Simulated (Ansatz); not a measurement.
# Si(100)-2x1 dimers: modes of surface species

Aim: bond lengths and vibrational modes of species bound on Si(100)-2x1 dimers.

Calculated with Ansatz 0.2.0; DFT PBE, scalar-relativistic, plane waves, PAW; PAW set soft_1.

Most raw output is cut from this account.

## 1. The bulk crystal behind the slab

Symmetry: Fd-3m, No. 227, cubic system. Conventional cell: a = 5.450 Å, b = 5.450 Å, c = 5.450 Å, α = 90.00°, β = 90.00°, γ = 90.00°. Nearest to Si lie 4 Si at 2.36 Å.

## 2. Relaxation of the host

The host crystal is relaxed at the same level, and its volume sets the scale of the cells that follow.

Input file input.yaml:

```yaml
crystal:
  lattice:
    - [0.0, 2.725, 2.725]
    - [2.725, 0.0, 2.725]
    - [2.725, 2.725, 0.0]
  atoms:
    - { symbol: Si, position: [0.0, 0.0, 0.0] }
    - { symbol: Si, position: [0.25, 0.25, 0.25] }
kpoints:
  mp_grid: { grid: [10, 10, 10] }
hamiltonian:
  xc: pbe
  pseudopotentials: { kind: paw, azcp: { folder: soft_1 } }
scf:
  occupations: { method: gaussian, width: 0.02 }
output:
  forces: true
  stress: true
  eigenvalues: true
relax:
  adjacent_minimum: "off"
  f_tol: 0.002
  max_steps: 60
  cell: { stress_tol: 0.02 }
```

Started as:

```sh
> ansatz run input.yaml --threads 8 --pin off --max-ram 20480MiB --backend cpu --events-out ev --progress --plain --runs-dir out
```

The job ended after 1.5 s (8 threads of Arm Neoverse N1, shared host; peak memory 0.29 GiB; 8.6 s of CPU time).

Relaxation path:

| step | energy less that of the first step (eV) | largest force component (eV/Å) | pressure (GPa) | volume (Å³) |
| --- | --- | --- | --- | --- |
| 1 | 0.0000 | 0.0000 | 0.99 | 40.47 |
| 2 | -0.0013 | 0.0000 | 0.24 | 40.81 |
| 3 | -0.0014 | 0.0000 | 0.00 | 40.91 |
| 4* | -0.0014 | 0.0000 | 0.00 | 40.91 |

Relaxation steps marked * repeat the geometry before them on a plane-wave basis chosen anew for their cell, so energy and pressure can jump there.

Forces are held to the 48 operations that the run works with; a distortion that breaks them can't arise in this run.

| conventional cell, symmetrised | before | after | change |
| --- | --- | --- | --- |
| a (Å) | 5.450 | 5.470 | +0.4 % |
| b (Å) | 5.450 | 5.470 | +0.4 % |
| c (Å) | 5.450 | 5.470 | +0.4 % |
| volume (Å³/atom) | 20.23 | 20.46 | +1.1 % |

Final coordinates:

```xyz
2
Lattice="0.0000 2.7349 2.7349 2.7349 0.0000 2.7349 2.7349 2.7349 0.0000" Properties=species:S:1:pos:R:3 pbc="T T T"
Si    0.0000    0.0000    0.0000
Si    1.3674    1.3674    1.3674
```

Numbers from this step:

| Quantity | Value |
| --- | --- |
| pressure | 0.004525 GPa |
| gap on the k-mesh | 0.6174 eV |
| volume per atom | 20.46 Å³ |

The forces vanish by symmetry.

## 3. Letting the atoms settle: OH on both atoms of the dimer

The slab carries OH on both atoms of the dimer. Its plane takes the lattice constant of the bulk relaxed at this level. The lowest layers and the H atoms that close the back face are held, and the other atoms relax. The program lengthens the typed cell of 25.8 Å along the normal to 45.2 Å, as its cut-off of the electrostatics needs, and moves no atom.

System of this step: OH on both atoms of the dimer on Si(100)-2x1 dimers. The cell holds 22 atoms: 14 Si, 6 H and 2 O. Cell: a = 7.735 Å, b = 3.868 Å, c = 45.210 Å, α = 90.0°, β = 90.0°, γ = 90.0°. It derives from Si. Vacuum lies along c.

Input file input.yaml:

```yaml
crystal:
  lattice:
    - [7.7354058354, 0.0, 0.0]
    - [0.0, 3.8677029177, 0.0]
    - [0.0, 0.0, 25.7594716919]
  atoms:
    - { symbol: Si, position: [0.0, 0.0, 0.325881] }
    - { symbol: Si, position: [0.5, 0.0, 0.325881] }
    - { symbol: Si, position: [0.25, 0.0, 0.378966] }
    - { symbol: Si, position: [0.75, 0.0, 0.378966] }
    - { symbol: Si, position: [0.25, 0.5, 0.432051] }
    - { symbol: Si, position: [0.75, 0.5, 0.432051] }
    - { symbol: Si, position: [0.0, 0.5, 0.485136] }
    - { symbol: Si, position: [0.5, 0.5, 0.485136] }
    - { symbol: Si, position: [0.0, 0.0, 0.538221] }
    - { symbol: Si, position: [0.5, 0.0, 0.538221] }
    - { symbol: Si, position: [0.25, 0.0, 0.591306] }
    - { symbol: Si, position: [0.75, 0.0, 0.591306] }
    - { symbol: Si, position: [0.346175, 0.5, 0.638547] }
    - { symbol: Si, position: [0.653825, 0.5, 0.638547] }
    - { symbol: H, position: [0.0, 0.317043, 0.292211] }
    - { symbol: H, position: [0.0, 0.682957, 0.292211] }
    - { symbol: H, position: [0.5, 0.317043, 0.292211] }
    - { symbol: H, position: [0.5, 0.682957, 0.292211] }
    - { symbol: O, position: [0.271339, 0.5, 0.704156] }
    - { symbol: H, position: [0.146507, 0.5, 0.707789] }
    - { symbol: O, position: [0.728661, 0.5, 0.704156] }
    - { symbol: H, position: [0.853493, 0.5, 0.707789] }
  periodic: [true, true, false]
kpoints:
  mp_grid: { grid: [4, 8, 1] }
hamiltonian:
  xc: pbe
  pseudopotentials: { kind: paw, azcp: { folder: soft_1 } }
scf:
  occupations: { method: gaussian, width: 0.03 }
output:
  forces: true
  eigenvalues: true
relax:
  adjacent_minimum: "off"
  f_tol: 0.003
  max_steps: 120
  constraints: [{ sites: [0, 1, 2, 3, 14, 15, 16, 17] }]
```

Wall time 4.6 min (8 threads); peak memory 3.5 GiB.

Relaxation path:

| step | energy less that of the first step (eV) | largest force component (eV/Å) |
| --- | --- | --- |
| 1 | 0.0000 | 1.8190 |
| 2 | -0.2892 | 1.5129 |
| 3 | -0.3736 | 0.8085 |
| 4 | -0.4129 | 0.2673 |
| 5 | -0.4159 | 0.2539 |
| 6 | -0.4173 | 0.0202 |
| 7 | -0.4174 | 0.0132 |
| 8 | -0.4175 | 0.0008 |

Forces are held to the 4 operations that the run works with; a distortion that breaks them can't arise in this run.

The atoms that moved most (Å):

| atom | dx | dy | dz | length |
| --- | --- | --- | --- | --- |
| H22 | -0.156 | 0.000 | 0.065 | 0.169 |
| H20 | 0.156 | 0.000 | 0.065 | 0.169 |
| O19 | 0.133 | 0.000 | -0.059 | 0.145 |
| O21 | -0.133 | 0.000 | -0.059 | 0.145 |
| Si10 | 0.000 | 0.000 | -0.115 | 0.115 |
| Si9 | 0.000 | 0.000 | 0.096 | 0.096 |
| Si12 | -0.087 | 0.000 | 0.000 | 0.087 |
| Si11 | 0.087 | 0.000 | 0.000 | 0.087 |

The relaxed structure:

```cif
data_structure
_symmetry_space_group_name_H-M 'P 1'
_symmetry_Int_Tables_number 1
_cell_length_a 7.7354
_cell_length_b 3.8677
_cell_length_c 45.2101
_cell_angle_alpha 90.000
_cell_angle_beta 90.000
_cell_angle_gamma 90.000
_cell_volume 1352.61
loop_
_atom_site_label
_atom_site_type_symbol
_atom_site_fract_x
_atom_site_fract_y
_atom_site_fract_z
_atom_site_occupancy
Si1 Si 0.00000 0.00000 0.18568 1
Si2 Si 0.50000 0.00000 0.18568 1
Si3 Si 0.25000 0.00000 0.21592 1
Si4 Si 0.75000 0.00000 0.21592 1
Si5 Si 0.24629 0.50000 0.24607 1
Si6 Si 0.75371 0.50000 0.24607 1
Si7 Si 0.00000 0.50000 0.27784 1
Si8 Si 0.50000 0.50000 0.27465 1
Si9 Si 0.00000 0.00000 0.30879 1
Si10 Si 0.50000 0.00000 0.30413 1
Si11 Si 0.26128 0.00000 0.33691 1
Si12 Si 0.73872 0.00000 0.33691 1
Si13 Si 0.34357 0.50000 0.36402 1
Si14 Si 0.65643 0.50000 0.36402 1
H15 H 0.00000 0.31704 0.16649 1
H16 H 0.00000 0.68296 0.16649 1
H17 H 0.50000 0.31704 0.16649 1
H18 H 0.50000 0.68296 0.16649 1
O19 O 0.28848 0.50000 0.39990 1
H20 H 0.16674 0.50000 0.40471 1
O21 O 0.71152 0.50000 0.39990 1
H22 H 0.83326 0.50000 0.40471 1
```

Numbers from this step:

```yaml
gap_on_the_k_mesh: 0.9300 eV
```

The largest force component left on a free atom is 0.79 meV/Å.

## 4. Modes of the chosen sites: OH on both atoms of the dimer

Only 8 sites are displaced (4 Si, 2 O and 2 H), with their periodic images, and all others stay at rest. This gives the modes that are localised on these sites for less work than the whole matrix.

Input file input.yaml:

```yaml
crystal:
  lattice:
    - [7.7354058354, 0.0, 0.0]
    - [0.0, 3.8677029177, 0.0]
    - [0.0, 0.0, 45.2101394536]
  atoms:
    - { symbol: Si, position: [0.0, 0.0, 0.18567787] }
    - { symbol: Si, position: [0.5, 0.0, 0.18567787] }
    - { symbol: Si, position: [0.25, 0.0, 0.2159242167] }
    - { symbol: Si, position: [0.75, 0.0, 0.2159242167] }
    - { symbol: Si, position: [0.2462918356, 0.5, 0.2460749331] }
    - { symbol: Si, position: [0.7537081644, 0.5, 0.2460749331] }
    - { symbol: Si, position: [0.0, 0.5, 0.2778351737] }
    - { symbol: Si, position: [0.5, 0.5, 0.2746517758] }
    - { symbol: Si, position: [0.0, 0.0, 0.3087898397] }
    - { symbol: Si, position: [0.5, 0.0, 0.3041304261] }
    - { symbol: Si, position: [0.2612803854, 0.0, 0.3369074169] }
    - { symbol: Si, position: [0.7387196146, 0.0, 0.3369074169] }
    - { symbol: Si, position: [0.3435714649, 0.5, 0.3640245823] }
    - { symbol: Si, position: [0.6564285351, 0.5, 0.3640245823] }
    - { symbol: H, position: [0.0, 0.317043, 0.1664936466] }
    - { symbol: H, position: [0.0, 0.682957, 0.1664936466] }
    - { symbol: H, position: [0.5, 0.317043, 0.1664936466] }
    - { symbol: H, position: [0.5, 0.682957, 0.1664936466] }
    - { symbol: O, position: [0.2884801727, 0.5, 0.3998990581] }
    - { symbol: H, position: [0.1667358832, 0.5, 0.4047127191] }
    - { symbol: O, position: [0.7115198273, 0.5, 0.3998990581] }
    - { symbol: H, position: [0.8332641168, 0.5, 0.4047127191] }
  periodic: [true, true, false]
kpoints:
  mp_grid: { grid: [4, 8, 1] }
hamiltonian:
  xc: pbe
  pseudopotentials: { kind: paw, azcp: { folder: soft_1 } }
scf:
  occupations: { method: gaussian, width: 0.03 }
output:
  eigenvalues: true
phonons:
  method: fd
  supercell: [1, 1, 1]
  displaced_sites: [10, 11, 12, 13, 18, 19, 20, 21]
  rigid_motions: translations
```

Run time: 7.7 min. Hardware: 8 threads; peak memory 3.9 GiB; 60 min of CPU time.

The other atoms of the cell are at rest; shares are of the kinetic energy, a minus sign marks an imaginary mode, and where like sites share a mode the one named is one choice of several. Modes of the displaced sites:

| mode | frequency (cm⁻¹) | share of Si (%) | share of O (%) | share of H (%) | site with the largest share | its share (%) |
| --- | --- | --- | --- | --- | --- | --- |
| 1 | -361.2 | 0 | 3 | 96 | H20 | 48 |
| 2 | -293.1 | 0 | 5 | 95 | H22 | 47 |
| 3 | 75.1 | 78 | 21 | 1 | Si14 | 22 |
| 4 | 77.1 | 25 | 68 | 7 | O19 | 34 |
| 5 | 100.3 | 55 | 44 | 1 | O21 | 22 |
| 6 | 145.6 | 26 | 68 | 6 | O21 | 34 |
| 7 | 151.4 | 23 | 73 | 4 | O19 | 37 |
| 8 | 151.7 | 44 | 50 | 6 | O19 | 25 |
| 9 | 157.6 | 46 | 52 | 2 | O21 | 26 |
| 10 | 163.2 | 70 | 24 | 5 | Si14 | 30 |
| 11 | 230.9 | 73 | 22 | 6 | Si14 | 22 |
| 12 | 333.2 | 96 | 4 | 1 | Si12 | 45 |
| 13 | 340.2 | 100 | 0 | 0 | Si11 | 42 |
| 14 | 371.6 | 88 | 9 | 3 | Si11 | 30 |
| 15 | 422.0 | 91 | 8 | 1 | Si12 | 33 |
| 16 | 459.0 | 100 | 0 | 0 | Si11 | 26 |
| 17 | 462.4 | 97 | 1 | 3 | Si13 | 29 |
| 18 | 477.7 | 99 | 1 | 0 | Si14 | 26 |
| 19 | 710.5 | 10 | 28 | 62 | H22 | 31 |
| 20 | 782.5 | 10 | 32 | 58 | H20 | 29 |
| 21 | 814.4 | 35 | 40 | 24 | O19 | 20 |
| 22 | 858.4 | 35 | 35 | 30 | Si14 | 17 |
| 23 | 3764.2 | 0 | 6 | 94 | H20 | 47 |
| 24 | 3769.8 | 0 | 6 | 94 | H22 | 47 |

The same force constants with another mass on the added atoms, against the natural mean mass; listed are the real modes with at least half of their motion on these atoms, followed through small steps of mass, less those that pass through avoided crossings, where the squared overlap of new and old mass-weighted patterns is under 0.8. Modes after a change of mass:

| substitution | mode | frequency (cm⁻¹) | after (cm⁻¹) | ratio |
| --- | --- | --- | --- | --- |
| 18O | 4 | 77.1 | 74.0 | 1.042 |
| 18O | 6 | 145.6 | 139.2 | 1.046 |
| 18O | 7 | 151.4 | 145.2 | 1.043 |
| 18O | 8 | 151.7 | 147.8 | 1.026 |
| 18O | 9 | 157.6 | 153.1 | 1.029 |
| D for H | 19 | 710.5 | 555.4 | 1.279 |
| D for H | 23 | 3764.2 | 2740.5 | 1.373 |
| D for H | 24 | 3769.8 | 2745.2 | 1.373 |

The highest mode of the block lies at 3769.8 cm⁻¹; the acoustic sum rule moved it by 0.0 cm⁻¹. The block has 2 imaginary modes, the largest 361i cm⁻¹, so this structure is not a minimum.

## 5. Letting the atoms settle: H and OH on one dimer

The slab carries H and OH on one dimer. Its plane takes the lattice constant of the bulk relaxed at this level. The lowest layers and the H atoms that close the back face are held, and the other atoms relax. The program lengthens the typed cell of 25.8 Å along the normal to 45.2 Å, as its cut-off of the electrostatics needs, and moves no atom.

System of this step: H and OH on one dimer on Si(100)-2x1 dimers. The cell holds 21 atoms: 14 Si, 6 H and 1 O. Cell: a = 7.735 Å, b = 3.868 Å, c = 45.210 Å, α = 90.0°, β = 90.0°, γ = 90.0°. It derives from Si. Vacuum lies along c.

Input file input.yaml:

```yaml
crystal:
  lattice:
    - [7.7354058354, 0.0, 0.0]
    - [0.0, 3.8677029177, 0.0]
    - [0.0, 0.0, 25.7594716919]
  atoms:
    - { symbol: Si, position: [0.0, 0.0, 0.325881] }
    - { symbol: Si, position: [0.5, 0.0, 0.325881] }
    - { symbol: Si, position: [0.25, 0.0, 0.378966] }
    - { symbol: Si, position: [0.75, 0.0, 0.378966] }
    - { symbol: Si, position: [0.25, 0.5, 0.432051] }
    - { symbol: Si, position: [0.75, 0.5, 0.432051] }
    - { symbol: Si, position: [0.0, 0.5, 0.485136] }
    - { symbol: Si, position: [0.5, 0.5, 0.485136] }
    - { symbol: Si, position: [0.0, 0.0, 0.538221] }
    - { symbol: Si, position: [0.5, 0.0, 0.538221] }
    - { symbol: Si, position: [0.25, 0.0, 0.591306] }
    - { symbol: Si, position: [0.75, 0.0, 0.591306] }
    - { symbol: Si, position: [0.346175, 0.5, 0.638547] }
    - { symbol: Si, position: [0.653825, 0.5, 0.638547] }
    - { symbol: H, position: [0.0, 0.317043, 0.292211] }
    - { symbol: H, position: [0.0, 0.682957, 0.292211] }
    - { symbol: H, position: [0.5, 0.317043, 0.292211] }
    - { symbol: H, position: [0.5, 0.682957, 0.292211] }
    - { symbol: H, position: [0.285213, 0.5, 0.691992] }
    - { symbol: O, position: [0.728661, 0.5, 0.704156] }
    - { symbol: H, position: [0.853493, 0.5, 0.707789] }
  periodic: [true, true, false]
kpoints:
  mp_grid: { grid: [4, 8, 1] }
hamiltonian:
  xc: pbe
  pseudopotentials: { kind: paw, azcp: { folder: soft_1 } }
scf:
  occupations: { method: gaussian, width: 0.03 }
output:
  forces: true
  eigenvalues: true
relax:
  adjacent_minimum: "off"
  f_tol: 0.003
  max_steps: 120
  constraints: [{ sites: [0, 1, 2, 3, 14, 15, 16, 17] }]
```

It took 4.1 min on 8 threads; peak memory 3.3 GiB.

Relaxation path:

| step | energy less that of the first step (eV) | largest force component (eV/Å) |
| --- | --- | --- |
| 1 | 0.0000 | 1.7684 |
| 2 | -0.2272 | 1.4963 |
| 3 | -0.2997 | 0.9214 |
| 4 | -0.3106 | 0.0874 |
| 5 | -0.3109 | 0.0481 |
| 6 | -0.3112 | 0.0079 |
| 7 | -0.3112 | 0.0066 |
| 8 | -0.3112 | 0.0009 |

The run keeps the 2 symmetry operations that it works with, so distortions that break them were not tested.

The atoms that moved most (Å):

| atom | dx | dy | dz | length |
| --- | --- | --- | --- | --- |
| H21 | -0.136 | 0.000 | 0.037 | 0.141 |
| O20 | -0.121 | 0.000 | -0.056 | 0.134 |
| Si10 | -0.005 | 0.000 | -0.128 | 0.128 |
| Si12 | -0.111 | 0.000 | 0.006 | 0.111 |
| Si9 | -0.012 | 0.000 | 0.110 | 0.110 |
| H19 | -0.108 | 0.000 | 0.020 | 0.109 |
| Si11 | 0.094 | 0.000 | -0.010 | 0.095 |
| Si8 | 0.002 | 0.000 | -0.087 | 0.087 |

This step gave:

| Property | Result |
| --- | --- |
| gap on the k-mesh | 1.061 eV |

The largest force component left on a free atom is 0.90 meV/Å.

## 6. Modes of the chosen sites: H and OH on one dimer

Only 7 sites are displaced (4 Si, 2 H and 1 O), with their periodic images, and all others stay at rest. This gives the modes that are localised on these sites for less work than the whole matrix.

Input file input.yaml:

```yaml
crystal:
  lattice:
    - [7.7354058354, 0.0, 0.0]
    - [0.0, 3.8677029177, 0.0]
    - [0.0, 0.0, 45.2101394536]
  atoms:
    - { symbol: Si, position: [0.0, 0.0, 0.18567787] }
    - { symbol: Si, position: [0.5, 0.0, 0.18567787] }
    - { symbol: Si, position: [0.25, 0.0, 0.2159242167] }
    - { symbol: Si, position: [0.75, 0.0, 0.2159242167] }
    - { symbol: Si, position: [0.2460538946, 0.5, 0.2460893951] }
    - { symbol: Si, position: [0.7540947925, 0.5, 0.2460588705] }
    - { symbol: Si, position: [-0.0001602475, 0.5, 0.2780131954] }
    - { symbol: Si, position: [0.5002301005, 0.5, 0.2744902258] }
    - { symbol: Si, position: [-0.0015437239, 0.0, 0.3090908404] }
    - { symbol: Si, position: [0.4993401041, 0.0, 0.3038349704] }
    - { symbol: Si, position: [0.2621733364, 0.0, 0.3366966019] }
    - { symbol: Si, position: [0.7356845334, 0.0, 0.3370519965] }
    - { symbol: Si, position: [0.3411375171, 0.5, 0.3636566632] }
    - { symbol: Si, position: [0.6539250544, 0.5, 0.3643255929] }
    - { symbol: H, position: [0.0, 0.317043, 0.1664936466] }
    - { symbol: H, position: [0.0, 0.682957, 0.1664936466] }
    - { symbol: H, position: [0.5, 0.317043, 0.1664936466] }
    - { symbol: H, position: [0.5, 0.682957, 0.1664936466] }
    - { symbol: H, position: [0.271312756, 0.5, 0.3947270991] }
    - { symbol: O, position: [0.7129703959, 0.5, 0.3999781965] }
    - { symbol: H, position: [0.8359095182, 0.5, 0.4041027638] }
  periodic: [true, true, false]
kpoints:
  mp_grid: { grid: [4, 8, 1] }
hamiltonian:
  xc: pbe
  pseudopotentials: { kind: paw, azcp: { folder: soft_1 } }
scf:
  occupations: { method: gaussian, width: 0.03 }
output:
  eigenvalues: true
phonons:
  method: fd
  supercell: [1, 1, 1]
  displaced_sites: [10, 11, 12, 13, 18, 19, 20]
  rigid_motions: translations
```

The job ended after 13 min (8 threads; peak memory 3.7 GiB).

The other atoms of the cell are at rest; shares are of the kinetic energy, a minus sign marks an imaginary mode, and where like sites share a mode the one named is one choice of several. Modes of the displaced sites:

| mode | frequency (cm⁻¹) | share of Si (%) | share of H (%) | share of O (%) | site with the largest share | its share (%) |
| --- | --- | --- | --- | --- | --- | --- |
| 1 | -172.6 | 0 | 96 | 3 | H21 | 96 |
| 2 | 82.2 | 81 | 1 | 19 | Si14 | 31 |
| 3 | 95.6 | 35 | 6 | 59 | O20 | 59 |
| 4 | 115.7 | 82 | 1 | 18 | Si13 | 37 |
| 5 | 157.2 | 71 | 2 | 26 | Si14 | 43 |
| 6 | 157.7 | 37 | 3 | 60 | O20 | 60 |
| 7 | 178.7 | 77 | 6 | 17 | Si13 | 50 |
| 8 | 209.2 | 80 | 5 | 15 | Si13 | 38 |
| 9 | 338.2 | 98 | 1 | 2 | Si12 | 64 |
| 10 | 342.1 | 100 | 0 | 0 | Si11 | 61 |
| 11 | 364.2 | 89 | 6 | 5 | Si12 | 43 |
| 12 | 432.1 | 97 | 2 | 2 | Si11 | 41 |
| 13 | 452.7 | 96 | 3 | 1 | Si14 | 27 |
| 14 | 452.9 | 93 | 7 | 0 | Si11 | 39 |
| 15 | 472.9 | 96 | 3 | 0 | Si14 | 39 |
| 16 | 586.3 | 11 | 88 | 1 | H19 | 88 |
| 17 | 596.5 | 11 | 89 | 0 | H19 | 89 |
| 18 | 791.8 | 20 | 35 | 45 | O20 | 45 |
| 19 | 856.3 | 24 | 55 | 21 | H21 | 55 |
| 20 | 2092.9 | 3 | 97 | 0 | H19 | 97 |
| 21 | 3735.6 | 0 | 94 | 6 | H21 | 94 |

The same force constants with another mass on the added atoms, against the natural mean mass; listed are the real modes with at least half of their motion on these atoms, followed through small steps of mass, less those that pass through avoided crossings, where the squared overlap of new and old mass-weighted patterns is under 0.8. Modes after a change of mass:

| substitution | mode | frequency (cm⁻¹) | after (cm⁻¹) | ratio |
| --- | --- | --- | --- | --- |
| D for H | 20 | 2092.9 | 1505.8 | 1.39 |
| D for H | 21 | 3735.6 | 2720.0 | 1.373 |
| 18O | 3 | 95.6 | 92.2 | 1.036 |
| 18O | 6 | 157.7 | 152.5 | 1.034 |

The highest mode of the block lies at 3735.6 cm⁻¹; the acoustic sum rule moved it by 0.0 cm⁻¹. The block has 1 imaginary mode, 173i cm⁻¹, so this structure is not a minimum.

## 7. All members side by side

The members are set side by side.

The anchoring bond is the shortest distance from the first added atom to the slab, and like atoms elsewhere in the cell can differ; degenerate modes stand as often as they occur. The species side by side:

| species | coverage (monolayer) | anchoring bond | its length (Å) | highest level (cm⁻¹) | second (cm⁻¹) | third (cm⁻¹) |
| --- | --- | --- | --- | --- | --- | --- |
| OH on both atoms of the dimer | 1 | O-Si | 1.677 | 3770 | 3764 | 858.4 |
| H and OH on one dimer | 1 | H-Si | 1.505 | 3736 | 2093 | 856.3 |

## 8. Results

| Property | Result |
| --- | --- |
| highest mode of the block of 8 sites, OH on both atoms of the dimer | 3769.8 cm⁻¹ |
| highest mode of the block of 7 sites, H and OH on one dimer | 3735.6 cm⁻¹ |

The block has imaginary modes with OH on both atoms of the dimer and with H and OH on one dimer: the structure there is a saddle held by symmetry, a lower one exists, and its modes can differ widely from these. With OH on both atoms of the dimer the highest mode of the block lies at 3770 cm⁻¹, 94 % on H. With H and OH on one dimer the highest mode of the block lies at 3736 cm⁻¹, 94 % on H. With all atoms beyond the displaced ones at rest, modes that spread into the slab are only rough; stretches of light atoms, well above the modes of the substrate atoms, are the least affected. Periodic images of the cell move in phase at the zone centre; where a cell holds several like groups, their modes come as in-phase and out-of-phase combinations. The H atoms on the back face are held at typed positions, closer to each other than they would relax to, which bears on the gap of the slab more than on the modes of the front face. Modes of hydrogen are strongly anharmonic, so measured lines can lie well away from these harmonic values. These are harmonic frequencies at zero temperature: anharmonic shifts, linewidths and thermal expansion are left out.

[Logs are printed without paths, hosts, clocks, repeated set-up lines and the standing remarks that a program may print on its own settings, such as how far it seeks lower states.]

[Hosts, paths, dates, database ids (printed as entryN), source tags and the programs' standing remarks are cut or masked in the printed files.]
